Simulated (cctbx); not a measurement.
# Lattice, Laue class and space group of a new crystal

Cell: a = 4.2480 Å, b = 4.2480 Å, c = 6.8010 Å, α = 90.00°, β = 90.00°, γ = 120.00°. Expected content of the cell: Sm2 Cu2 Mn2.

The data are simulated with cctbx, not measured: Mo Kα, λ = 0.71073 Å, to d = 0.84 Å, 95 % of the full sphere, strongest reflection 40000 counts, noise from counting, a 3 % proportional error and a noise floor of 2 counts (s.d.); no absorption, some extinction.

A first pass over the reflections prints:

```text
697 reflections to d = 0.844 A
centring   violations  <I/sigma> of those
    A        219 of   356     14.5
    B        216 of   357     14.3
    C        219 of   337     15.4
    I        219 of   358     14.5
    R        309 of   478     15.2
    F        327 of   525     14.7
Laue class    unique    Rint  (classes that these axes allow; Friedel mates merged)
P -1              362   0.018
P 1 1 2/m         203   0.019
P -3              126   0.022
P -3 1 m           81   0.023
P -3 m 1           92   0.022
P 6/m              73   0.023
P 6/m m m          60   0.023
space group    extra absences  I>4sigma  <I/sigma>
P 6 2 2                 0          0         -  acentric
P 63 2 2                8          0       0.0  acentric
P 6 m m                 0          0         -  acentric
P 63 m c               78          0      -0.1  acentric
P -6 m 2                0          0         -  acentric
P -6 2 m                0          0         -  acentric
P -6 2 c               78          0      -0.1  acentric
P 6/m m m               0          0         -  centric
P 63/m m c             78          0      -0.1  centric
Wilson B = 0.32 A^2   <|E^2-1|> = 0.856 (0.968 centric, 0.736 acentric)   E^2>4: 0.0 %
shell (A)         n   <I/sigma>
 6.80 - 1.44     16     46.0
 1.44 - 1.14     13     49.0
 1.14 - 1.00     10     48.4
 1.00 - 0.91     12     39.6
 0.91 - 0.84      9     62.7
```

Q: Read the symmetry from these tables.

Every centring test has many violations, so the lattice is primitive.

Rint stays low (0.018 to 0.023) up to P 6/m m m, the highest class in these axes.

9 settings pass the absence test. The most absences obeyed, 78, belong to P 63 m c, P -6 2 c and P 63/m m c, which absences can't tell apart.

⟨|E²−1|⟩ = 0.856 lies between the two ideal values. The Wilson B of 0.32 Å² means U ≈ 0.0041 Å².

The true group is P6_3/mmc (no. 194), Laue class 6/mmm, centrosymmetric. The tables only narrow the choice to the tied entries; cell content, site symmetry and trial solutions must settle it.

This is a model crystal, built by substitution and not relaxed, with assumed displacement parameters.

[Logs are printed without paths, hosts, clocks, repeated set-up lines and the standing remarks that a program may print on its own settings, such as how far it seeks lower states.]
